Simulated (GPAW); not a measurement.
# Work function of Cl/Mo(110) at several levels, part 2 of 2

Wanted: work functions and dipole of Cl/Mo(110), with the cost of each level.

GPAW 26.7.0; GPAW, PAW setups; slab in vacuum, relaxation (the session's first sound run).

So far, upper work function (eV): step 2 (relaxing the atoms, PBE, GPAW) 4.76; step 4 (self-consistent run: xc = "revPBE") 4.65; step 5 (OptPBE vdW: xc = "optPBE-vdW", GPAW, PAW setups, GPAW) 5.03; step 6 (self-consistent run: xc = "LDA") 5.03; step 7 (self-consistent run: xc = "vdW-DF2", GPAW, PAW setups, GPAW) 5.24.

### Step 8. Self-consistent run: xc = "RPBE"

The same geometry under RPBE, to see how far the functional moves the levels against the vacuum.

run.py

```python
import json
import numpy as np
from ase import Atoms
from gpaw import GPAW, PW

slab = Atoms(
    ['Mo', 'Mo', 'Mo', 'Mo', 'Cl'],
    positions=[
        [0.00000, 0.00000, 9.00000],
        [2.22739, -0.00000, 11.22739],
        [0.00000, 0.00000, 13.45533],
        [2.22739, -0.00000, 15.68391],
        [-0.00000, -0.00000, 17.65108]],
    cell=[[2.22739, -1.575, 0.0], [2.22739, 1.575, 0.0], [0.0, 0.0, 26.8604]],
    pbc=[True, True, False])

slab.calc = GPAW(mode=PW(400), xc='RPBE', kpts={'size': (12, 12, 1), 'gamma': True},
                 occupations={'name': 'fermi-dirac', 'width': 0.1}, nbands='160%',
                 convergence={'density': 1e-05}, maxiter=200,
                 poissonsolver={'dipolelayer': 'xy'},
                 symmetry={'tolerance': 1e-3}, txt='slab.txt')
result = {}
energy = slab.get_potential_energy()
fermi = slab.calc.get_fermi_level()
v = slab.calc.get_electrostatic_potential().mean((0, 1)) - fermi
n = slab.calc.get_pseudo_density().mean((0, 1))
L = slab.cell[2, 2]
z = np.arange(len(v)) * L / len(v)
low, high = slab.positions[:, 2].min(), slab.positions[:, 2].max()
below, above = np.interp([low - 6.8, high + 6.8], z, v)
slopes = [np.interp(x, z, np.gradient(v, z)) for x in (low - 6.8, high + 6.8)]
eps = np.array([[slab.calc.get_eigenvalues(k, s) for k in range(len(slab.calc.get_ibz_k_points()))]
                for s in range(slab.calc.get_number_of_spins())]) - fermi
top, bottom = eps[eps < 0].max(), eps[eps > 0].min()
dipole = slab.get_dipole_moment()[2]
print(f'energy {energy:.4f} eV, Fermi level {fermi:.4f} eV, dipole {dipole:.5f} e A')
print(f'potential 6.8 A off the faces, from the Fermi level: lower {below:.4f} eV, upper {above:.4f} eV')
print(f'slope of the potential there: lower {slopes[0]:.5f}, upper {slopes[1]:.5f} eV/A')
print(f'nearest levels on the mesh: {top:.4f} and {bottom:.4f} eV')
print('magnetic moment', round(slab.get_magnetic_moment(), 3))
result.update(energy=energy, fermi=fermi, dipole=dipole, below=below, above=above, slopes=slopes, edges=[top, bottom],
              z=z.tolist(), v=v.tolist(), n=n.tolist(), positions=slab.positions.tolist(),
              forces=slab.get_forces(apply_constraint=False).tolist(), moments=slab.get_magnetic_moments().tolist())
json.dump(result, open('result.json', 'w'))
```

The run is started by

```
$ OMP_NUM_THREADS=1 OPENBLAS_NUM_THREADS=1 python run.py
```

The log of the run:

```text
energy -42.4282 eV, Fermi level 2.5856 eV, dipole -0.00779 e A
potential 6.8 A off the faces, from the Fermi level: lower 4.4558 eV, upper 4.6573 eV
slope of the potential there: lower -0.00013, upper 0.00003 eV/A
nearest levels on the mesh: -0.0111 and 0.0116 eV
magnetic moment 0.0
```

Elapsed: 3 min, on 1 thread of Intel Xeon Platinum 8488C (Sapphire Rapids), shared host; peak memory 0.32 GiB.

This step gave:

| Quantity | Value |
| --- | --- |
| dipole along the normal | -0.007795 e·Å |
| levels nearest the Fermi level on the mesh | -0.01114, 0.01157 eV from the Fermi level |
| upper work function | 4.657 eV |
| lower work function | 4.456 eV |

The upper face's work function is 4.657 eV, against 4.761 eV in the first plane-wave PBE run at this geometry.

### Step 9. Real-space grid: mode = "fd"

A real-space grid is a second complete basis, so it checks the plane-wave result.

Changes to run.py since step 8:

```diff
@@ -3,3 +3,3 @@
 from ase import Atoms
-from gpaw import GPAW, PW
+from gpaw import GPAW
 
@@ -16,3 +16,3 @@
 
-slab.calc = GPAW(mode=PW(400), xc='RPBE', kpts={'size': (12, 12, 1), 'gamma': True},
+slab.calc = GPAW(mode='fd', h=0.18, xc='PBE', kpts={'size': (12, 12, 1), 'gamma': True},
                  occupations={'name': 'fermi-dirac', 'width': 0.1}, nbands='160%',
```

The log of the run:

```text
energy -45.1556 eV, Fermi level -4.6816 eV, dipole -0.00607 e A
potential 6.8 A off the faces, from the Fermi level: lower 4.6033 eV, upper 4.7599 eV
slope of the potential there: lower -0.00001, upper 0.00000 eV/A
nearest levels on the mesh: -0.0082 and 0.0103 eV
magnetic moment 0.0
```

Elapsed: 21 min, on 1 thread; peak memory 1.9 GiB.

This step gave:

| Quantity | Value |
| --- | --- |
| dipole along the normal | -0.006072 e·Å |
| levels nearest the Fermi level on the mesh | -0.008161, 0.01029 eV from the Fermi level |
| upper work function | 4.760 eV |
| lower work function | 4.603 eV |

The electrostatic potential energy of an electron (without an applied field's), less the Fermi level, planar mean by z:

| z (Å) | electrostatic potential energy of an electron (without an applied field's), less the Fermi level, planar mean (eV) |
| --- | --- |
| 0.0 | 4.68 |
| 0.5 | 4.60 |
| 1.0 | 4.60 |
| 1.5 | 4.60 |
| 2.0 | 4.60 |
| 2.5 | 4.60 |
| 3.0 | 4.60 |
| 3.5 | 4.60 |
| 4.0 | 4.60 |
| 4.5 | 4.60 |
| 5.0 | 4.60 |
| 5.5 | 4.59 |
| 6.0 | 4.55 |
| 6.5 | 4.43 |
| 7.0 | 4.04 |
| 7.5 | 2.79 |
| 8.0 | -1.16 |
| 8.5 | -13.6 |
| 9.0 | -28.0 |
| 9.5 | -13.6 |
| 10.0 | -2.44 |
| 10.5 | -6.70 |
| 11.0 | -24.4 |
| 11.5 | -22.8 |
| 12.0 | -5.75 |
| 12.5 | -2.99 |
| 13.0 | -15.6 |
| 13.5 | -28.3 |
| 14.0 | -12.2 |
| 14.5 | -2.34 |
| 15.0 | -7.95 |
| 15.5 | -25.9 |
| 16.0 | -21.8 |
| 16.5 | -5.92 |
| 17.0 | -4.47 |
| 17.5 | -21.6 |
| 18.0 | -12.3 |
| 18.5 | 1.35 |
| 19.0 | 4.15 |
| 19.5 | 4.65 |
| 20.0 | 4.74 |
| 20.5 | 4.76 |
| 21.0 | 4.76 |
| 21.5 | 4.76 |
| 22.0 | 4.76 |
| 22.5 | 4.76 |
| 23.0 | 4.76 |
| 23.5 | 4.76 |
| 24.0 | 4.76 |
| 24.5 | 4.76 |
| 25.0 | 4.76 |
| 25.5 | 4.76 |
| 26.0 | 4.76 |
| 26.5 | 4.76 |

The upper face's work function is 4.760 eV, against 4.761 eV in the first plane-wave PBE run at this geometry.

### Step 10. Atomic orbitals: mode = "lcao"

Atom-centred orbitals end a few angstrom from the surface, which tests how much the density's tail matters.

Changes to run.py since step 9:

```diff
@@ -16,4 +16,4 @@
 
-slab.calc = GPAW(mode='fd', h=0.18, xc='PBE', kpts={'size': (12, 12, 1), 'gamma': True},
-                 occupations={'name': 'fermi-dirac', 'width': 0.1}, nbands='160%',
+slab.calc = GPAW(mode='lcao', basis='dzp', h=0.18, xc='PBE', kpts={'size': (12, 12, 1), 'gamma': True},
+                 occupations={'name': 'fermi-dirac', 'width': 0.1}, nbands='120%',
                  convergence={'density': 1e-05}, maxiter=200,
```

The log of the run:

```text
energy -42.5290 eV, Fermi level -4.7113 eV, dipole -0.00857 e A
potential 6.8 A off the faces, from the Fermi level: lower 4.6008 eV, upper 4.8218 eV
slope of the potential there: lower 0.00000, upper 0.00000 eV/A
nearest levels on the mesh: -0.0114 and 0.0116 eV
magnetic moment 0.0
```

Wall time 80 min (1 thread); peak memory 0.53 GiB.

This step gave:

```
dipole along the normal                    : -0.008566 e·Å
levels nearest the Fermi level on the mesh : -0.01145, 0.01163 eV from the Fermi level
upper work function                        : 4.822 eV
lower work function                        : 4.601 eV
```

The upper face's work function is 4.822 eV, against 4.761 eV in the first plane-wave PBE run at this geometry.

### Step 11. All levels side by side

Times are for 1 thread of Intel Xeon Platinum 8488C (Sapphire Rapids), shared host. The runs compared:

| no. | run | upper work function (eV) | lower work function (eV) | time | memory (GiB) |
| --- | --- | --- | --- | --- | --- |
| 1 | pw | 4.761 | 4.604 | 2.8 min | 0.32 |
| 2 | revPBE | 4.654 | 4.477 | 2.9 min | 0.32 |
| 3 | optPBE vdW | 5.028 | 4.781 | 3 min | 0.45 |
| 4 | LDA | 5.026 | 4.900 | 2.9 min | 0.32 |
| 5 | vdW DF2 | 5.240 | 4.889 | 3.2 min | 0.45 |
| 6 | RPBE | 4.657 | 4.456 | 3 min | 0.32 |
| 7 | fd | 4.760 | 4.603 | 21 min | 1.9 |
| 8 | lcao | 4.822 | 4.601 | 80 min | 0.53 |

### Step 12. Side by side

Results and costs are gathered.

This step: comparison of work functions, dipole and cost (GPAW 26.7.0).

Ladder, by row:

| step | code | work function, upper (eV) | work function, lower (eV) | dipole (e Å) | wall time (s) | peak memory (GiB) | threads |
| --- | --- | --- | --- | --- | --- | --- | --- |
| pw | GPAW | 4.761 | 4.604 | -0.006072 | 167 | 0.32 | 1 |
| revPBE | GPAW | 4.654 | 4.477 | -0.006877 | 173.6 | 0.32 | 1 |
| optPBE-vdW | GPAW | 5.028 | 4.781 | -0.009581 | 182.2 | 0.45 | 1 |
| LDA | GPAW | 5.026 | 4.9 | -0.004866 | 174.9 | 0.32 | 1 |
| vdW-DF2 | GPAW | 5.24 | 4.889 | -0.01357 | 190.4 | 0.45 | 1 |
| RPBE | GPAW | 4.657 | 4.456 | -0.007795 | 178.4 | 0.32 | 1 |
| fd | GPAW | 4.76 | 4.603 | -0.006072 | 1254 | 1.87 | 1 |
| lcao | GPAW | 4.822 | 4.601 | -0.008566 | 4777 | 0.53 | 1 |

### Step 13. A changed run

One more run, with changed settings.

This step: GPAW, PAW setups; slab in vacuum (GPAW 26.7.0).

Changes to run.py since step 10:

```diff
@@ -3,3 +3,3 @@
 from ase import Atoms
-from gpaw import GPAW
+from gpaw import GPAW, PW
 
@@ -16,5 +16,5 @@
 
-slab.calc = GPAW(mode='lcao', basis='dzp', h=0.18, xc='PBE', kpts={'size': (12, 12, 1), 'gamma': True},
-                 occupations={'name': 'fermi-dirac', 'width': 0.1}, nbands='120%',
-                 convergence={'density': 1e-05}, maxiter=200,
+slab.calc = GPAW(mode=PW(100), xc='PBE', kpts={'size': (12, 12, 1), 'gamma': True},
+                 occupations={'name': 'fermi-dirac', 'width': 0.1}, nbands='160%',
+                 convergence={'density': 1e-05}, maxiter=50,
                  poissonsolver={'dipolelayer': 'xy'},
```

The log of the run:

```text
energy 5.9501 eV, Fermi level 2.4573 eV, dipole 0.00645 e A
potential 6.8 A off the faces, from the Fermi level: lower 5.8306 eV, upper 5.8236 eV
slope of the potential there: lower -0.07905, upper 0.09056 eV/A
nearest levels on the mesh: -0.0079 and 0.0024 eV
magnetic moment 0.0
```

The job ended after 37 s (1 thread; peak memory 0.15 GiB).

The run finished. A setting was moved off its sound value on purpose, so it serves as a test and not as the result.

The fault put into the input: a cutoff far too low (ecut = 100).

Side by side:

| quantity | this run | sound run | difference |
| --- | --- | --- | --- |
| dipole along the normal (e·Å) | 0.0064462 | -0.0060725 | 0.0125 |

### Step 14. Outcome

```
work function, upper and lower face : 4.761 and 4.604 eV
dipole along the normal             : -0.00607 e Å
```

In words: With plane waves and PBE the work function is 4.76 eV on the upper face and 4.60 eV on the lower. The two faces differ by 0.16 eV, the step that the slab's dipole makes (e p/(ε0 A) gives 0.16 eV), so the dipole layer is needed. Over the sound runs of the table the upper face's work function spans 4.654 (revPBE) to 5.240 eV (vdW-DF2). The cell of 7.02 Å² holds one Cl, started on one chosen site; other sites and coverages weren't tried. The in-plane lattice was kept as typed, which isn't the functional's own and leaves some strain; spin-orbit coupling and temperature are left out.

[Logs are printed without paths, hosts, clocks, repeated set-up lines and the standing remarks that a program may print on its own settings, such as how far it seeks lower states.]

[Hosts, paths, dates, database ids (printed as entryN), source tags and the programs' standing remarks are cut or masked in the printed files.]
